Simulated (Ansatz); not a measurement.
# BaTiO3 (R3m): the gap up the ladder of methods, part 2 of 2

Aim: the gap of BaTiO3 (R3m) at several levels of theory on one structure, with the time that each takes.

Ansatz 0.2.0; density functionals, hybrids and G0W0, plane waves, PAW. Known limits of the many-body steps: finite bands, screening cutoff and k mesh; no spin-orbit coupling in G0W0.

So far. Step 5 (HSE06+SOC on the 4×4×4 mesh): Over mesh and listed points the gap is 3.877 eV, from k = (0.503, 0.497, 0.500) to k = Γ. The least direct gap found is 4.153 eV, at k = (0.050, -0.050, 0.000). HSE06+SOC against HSE06: 3.877 − 3.890 = −0.013 eV. Mesh, set of files and cutoff are the same, but the valence top lies at another k point, so this need not be the shift of one pair of states.

In doubt: masses and optical values from hybrid runs of this build are listed as unsure (steps 7, 8), which bears on the screening that GW takes from such a start; the elements are of a kind flagged for part-filled d or f shells, though by formal charges that shell is empty here, so the flag may not apply.

**7. G0W0@HSE06, 6×6×6 mesh, 381 empty bands, screening to 190 eV, hard PAW files**

This step: G0W0 on HSE06, plane waves, PAW.

Contents of input.yaml:

```yaml
crystal:
  lattice:
    - [2.8273666084, 1.6323808724, 2.3183934932]
    - [-2.8273666084, 1.6323808724, 2.3183934932]
    - [0.0, -3.2647617449, 2.3183934932]
  atoms:
    - { symbol: Ba, position: [0.0, 0.0, 0.0] }
    - { symbol: Ti, position: [0.4845, 0.4845, 0.4845] }
    - { symbol: O, position: [0.5086, 0.5086, 0.0175] }
    - { symbol: O, position: [0.0175, 0.5086, 0.5086] }
    - { symbol: O, position: [0.5086, 0.0175, 0.5086] }
kpoints:
  mp_grid: { grid: [6, 6, 6] }
hamiltonian:
  xc: hse06
  pseudopotentials: { kind: paw, source: ansatz }
scf:
  occupations: { method: fixed }
gw:
  n_empty_bands: 381
  ecut_chi: 190.0
  qp_bands: [v2, c2]
  qp_kpoints: band_edges
  screening: { model: contour_deformation }
```

Command:

```sh
$ ansatz run input.yaml --threads 4 --pin off --max-ram 138240MiB --backend cuda --events-out ev --progress --plain --runs-dir out --devices 1 --max-vram 26GiB
```

Numbers of over 12 decimals in the logs are rounded to 6 here.

Log:

```text
GPUs: using 1 of 1 available (devices: 1).
[...]
GPU FFT provider: cuFFT
GPU libraries: cuBLAS 13.8.2, cuFFT 12.4.0, cuSOLVER 12.3.4
Crystal: 5 atoms, lattice volume = 64.201 Å³
Basis set: ecut = 930 eV, 4103 PW (Γ)
Bands: 25, of which v1, the nominal top of the filled ones, is band 20 counted from 1 (19 counted from 0)
Symmetry: 6 space group operations
[...]
k-points: 32 of 216 (time reversal used)
[...]
1    21     13.1597   -12.4377    -5.9171   -18.8833  0.7793    13.6912    13.6881  root
     1    22     13.5088   -12.8848    -6.0240   -19.4485  0.7729    14.0518    14.0484  root
[...]
31    19      9.2147   -25.8858     4.0485   -21.8763  0.7640     9.2536     9.2537  root
    31    20      9.2281   -25.9094     4.0572   -21.8920  0.7640     9.2678     9.2679  root
    31    21     15.3286   -14.0837    -7.0585   -21.6447  0.7334    15.8354    15.8310  root
    31    22     15.4984   -14.2028    -7.1345   -21.8421  0.7306    16.0077    16.0032  root
[key lines of the parts left out:]
Free energy (F): -10148.601531 eV
Fermi energy:    9.228111 eV
```

Run time: 4.5 min. Hardware: 1 × NVIDIA H100 80GB HBM3 (shared by 3 runs) with 4 threads of AMD EPYC 7R13 (Zen 3), shared host; peak memory 4 GiB.

This step gave:

| Property | Result |
| --- | --- |
| bands summed | 401 |
| RPA ε∞ on this mesh (eigenvalues) | 4.072, 4.362, 4.362 |
| plane waves in the screening matrix | 389 |
| G0W0 gap over the corrected points | 4.371 eV |
| k of the valence top | -0.5, -0.5, -0.5 |
| k of the conduction bottom | 0, 0, 0 |
| starting gap on the mesh | 3.883 eV |
| Z at the valence top | 0.7640 |
| Z at the conduction bottom | 0.7805 |
| least direct G0W0 gap over the corrected points | 4.772 eV |

Over 26 of 32 irreducible mesh points the G0W0 gap is 4.371 eV, from k = (-0.500, -0.500, -0.500) to k = Γ. The HSE06 gap of this run on the mesh is 3.883 eV. The two states that bound the G0W0 gap lie that far apart at the start, so the correction of the gap is 4.371 − 3.883 = +0.488 eV. G0W0@HSE06 against G0W0@LDA with 401 bands (a further run, in the table below): 4.371 − 4.116 = +0.255 eV, with the same mesh, files and cutoffs, and both edges at the same k points.

**8. G0W0@PBE0, 6×6×6 mesh, 381 empty bands, screening to 190 eV, hard PAW files**

This step: G0W0 on PBE0, plane waves, PAW.

input.yaml: that of step 7 with these lines changed.

```diff
@@ -14,3 +14,3 @@
 hamiltonian:
-  xc: hse06
+  xc: pbe0
   pseudopotentials: { kind: paw, source: ansatz }
```

Log:

```text
GPUs: using 1 of 1 available (devices: 1).
[...]
GPU FFT provider: cuFFT
GPU libraries: cuBLAS 13.8.2, cuFFT 12.4.0, cuSOLVER 12.3.4
Crystal: 5 atoms, lattice volume = 64.201 Å³
Basis set: ecut = 930 eV, 4103 PW (Γ)
Bands: 25, of which v1, the nominal top of the filled ones, is band 20 counted from 1 (19 counted from 0)
Symmetry: 6 space group operations
[...]
k-points: 32 of 216 (time reversal used)
[...]
1    21     13.5219   -12.4092    -5.7811   -18.4842  0.7919    13.8166    13.8158  root
     1    22     13.8767   -12.8615    -5.8808   -19.0480  0.7860    14.1833    14.1824  root
[...]
31    19      8.8236   -25.8912     3.9076   -22.2803  0.7772     9.1195     9.1203  root
    31    20      8.8368   -25.9146     3.9161   -22.2961  0.7772     9.1336     9.1344  root
    31    21     15.7192   -14.0747    -6.8602   -21.2270  0.7503    16.0125    16.0113  root
    31    22     15.8902   -14.1953    -6.9335   -21.4256  0.7477    16.1882    16.1870  root
[key lines of the parts left out:]
Free energy (F): -10148.098426 eV
Fermi energy:    8.836791 eV
```

Elapsed: 4.7 min, on 1 × NVIDIA H100 80GB HBM3 (shared by 3 runs) with 4 threads; peak memory 3.9 GiB; 7.7 min of CPU time.

This step gave:

```yaml
bands_summed: 401
rpa_eps_infinity_on_this_mesh_eigenvalues: 3.836, 4.091, 4.091
plane_waves_in_the_screening_matrix: 389
g0w0_gap_over_the_corrected_points: 4.631 eV
k_of_the_valence_top: -0.5, -0.5, -0.5
k_of_the_conduction_bottom: 0, 0, 0
starting_gap_on_the_mesh: 4.635 eV
z_at_the_valence_top: 0.7772
z_at_the_conduction_bottom: 0.7930
least_direct_g0w0_gap_over_the_corrected_points: 5.026 eV
```

Over 25 of 32 irreducible mesh points the G0W0 gap is 4.631 eV, from k = (-0.500, -0.500, -0.500) to k = Γ. The PBE0 gap of this run on the mesh is 4.635 eV. The two states that bound the G0W0 gap lie that far apart at the start, so the correction of the gap is 4.631 − 4.635 = −0.004 eV. G0W0@PBE0 against G0W0@HSE06 with 401 bands: 4.631 − 4.371 = +0.260 eV, with the same mesh, files and cutoffs, and both edges at the same k points.

**9. The ladder**

Each gap is the least one over the points named; times are wall times on shared hosts, not benchmarks. A G0W0 time includes the run's own self-consistent start. Runs with listed points see these and the mesh alone, so an edge that moves elsewhere is missed. Rows marked * are further runs, not shown as steps, whose inputs differ from the G0W0 step on the same start in the columns given; solver thresholds can differ too. Symmetry makes (0.500, 0.500, 0.500) and (-0.500, -0.500, -0.500) one point.

```tsv
level	mesh	files, cutoff	bands summed, screening	points	gap (eV)	valence top	conduction bottom	least direct gap (eV)	time
LDA	6×6×6	soft_1 PAW, 420 eV	-	mesh and path	2.355	(0.500, 0.500, 0.500)	Γ	2.686	7.4 s
LDA+SOC	6×6×6	soft_1 PAW, 420 eV	-	mesh and listed points	2.345	(0.503, 0.497, 0.500)	Γ	2.633	9.1 s
HSE06	4×4×4	soft_1 PAW, 420 eV	-	mesh and listed points	3.890	(0.500, 0.500, 0.500)	Γ	4.214	19 s
HSE06+SOC	4×4×4	soft_1 PAW, 420 eV	-	mesh and listed points	3.877	(0.503, 0.497, 0.500)	Γ	4.153	61 s
G0W0@LDA*	6×6×6	hard PAW, 930 eV	188, 110 eV	26 of 32 irreducible mesh points	4.082	(-0.500, -0.500, -0.500)	Γ	4.390	72 s
G0W0@LDA*	6×6×6	hard PAW, 930 eV	401, 190 eV	26 of 32 irreducible mesh points	4.116	(-0.500, -0.500, -0.500)	Γ	4.439	2 min
G0W0@LDA*	6×6×6	hard PAW, 930 eV	666, 270 eV	26 of 32 irreducible mesh points	4.150	(-0.500, -0.500, -0.500)	Γ	4.478	5 min
G0W0@LDA	6×6×6	hard PAW, 930 eV	1099, 380 eV	26 of 32 irreducible mesh points	4.175	(-0.500, -0.500, -0.500)	Γ	4.507	11 min
G0W0@HSE06	6×6×6	hard PAW, 930 eV	401, 190 eV	26 of 32 irreducible mesh points	4.371	(-0.500, -0.500, -0.500)	Γ	4.772	4.5 min
G0W0@PBE0	6×6×6	hard PAW, 930 eV	401, 190 eV	25 of 32 irreducible mesh points	4.631	(-0.500, -0.500, -0.500)	Γ	5.026	4.7 min
```

**10. Outcome**

| Quantity | Value |
| --- | --- |
| LDA, over mesh and path | 2.355 eV |
| LDA+SOC, over mesh and listed points | 2.345 eV |
| HSE06, over mesh and listed points | 3.890 eV |
| HSE06+SOC, over mesh and listed points | 3.877 eV |
| G0W0@LDA (1099 bands, 6×6×6), over 26 of 32 irreducible mesh points | 4.175 eV |
| G0W0@HSE06, over 26 of 32 irreducible mesh points | 4.371 eV |
| G0W0@PBE0, over 25 of 32 irreducible mesh points | 4.631 eV |
| known limits | finite bands, screening cutoff and k mesh; no spin-orbit coupling in G0W0 |

What this shows: The rows run from 2.345 eV (LDA+SOC) to 4.631 eV (G0W0@PBE0). They differ in mesh, files, plane-wave cutoff, bands and screening cutoff of G0W0 and the points over which the gap was sought as well as in level, so only pairs that share these are like for like. G0W0@HSE06 against G0W0@LDA with 401 bands: 4.371 − 4.116 = +0.255 eV, with the same mesh, files and cutoffs, and both edges at the same k points. G0W0@PBE0 against G0W0@HSE06 with 401 bands: 4.631 − 4.371 = +0.260 eV, with the same mesh, files and cutoffs, and both edges at the same k points. G0W0@LDA (1099 bands, 6×6×6) moves the gap of its own start on the mesh by 4.175 − 2.347 = +1.828 eV, between the same two levels. Both edges that LDA shows over mesh and path lie at k points where levels were corrected. Levels at other points were not corrected, so a lower G0W0 gap elsewhere in the zone is not ruled out. G0W0@HSE06 moves the gap of its own start on the mesh by 4.371 − 3.883 = +0.488 eV, between the same two levels. Both edges that HSE06 shows over mesh and listed points lie at k points where levels were corrected. Levels at other points were not corrected, so a lower G0W0 gap elsewhere in the zone is not ruled out. G0W0@PBE0 moves the gap of its own start on the mesh by 4.631 − 4.635 = −0.004 eV, between the same two levels. No PBE0 run over points off the mesh is shown, so for G0W0@PBE0 the gap over the whole zone is not known. What spin-orbit coupling does to the G0W0 levels was not computed, so no sum with the G0W0 gap is formed. For G0W0@LDA: from 188 bands and 110 eV to 1099 bands and 380 eV the gap moves by 4.175 − 4.082 = +0.093 eV (rung by rung 4.082, 4.116, 4.150, 4.175 eV); bands and screening cutoff rise together, so their parts are not told apart. A line in one over the bands through the two highest rungs gives 4.175 + (4.175 − 4.150) × 666 / (1099 − 666) = 4.213 eV, and through the pair below 4.150 + (4.150 − 4.116) × 401 / (666 − 401) = 4.201 eV. The two agree within 0.03 eV and the same two states bound the gap in each rung, so 4.213 eV is taken as an estimate of the limit on this mesh. The other G0W0 rows are shown at one basis each (401 bands), so their distance from the limit is not known here. The G0W0 runs are scalar-relativistic. No pair of G0W0 runs that differ in the mesh alone is shown (6×6×6 is a supercell whose nearest images lie 24 Å apart), so the error from the mesh is not known here. G0W0 is shown with one set of atomic data (hard PAW), so the error from the files is not known here.

[Paths, hosts, dates, memory and timing lines, banners, echoed tables and standing remarks are left out of the program output.]

[Logs are printed without paths, hosts, clocks, repeated set-up lines and the standing remarks that a program may print on its own settings, such as how far it seeks lower states.]

[Runs of the session that timed out or met a known fault of the program may be left out.]

[Cells called generated may have been cut or substituted from an entry of the Crystallography Open Database or the Materials Project.]

[Hosts, paths, dates, database ids (printed as entryN), source tags and the programs' standing remarks are cut or masked in the printed files.]

[Where an RPA ε∞ is given, it is that of the G0W0 mesh and is not shown converged in it. Names of k-points follow the symmetry that the program found, which can be lower than the space group named. Band edges on a path are those of the sampled points; other points can move an edge, and change direct to indirect where valleys lie close.]

[Hybrid gaps are those of their k-mesh and are not shown converged in it.]
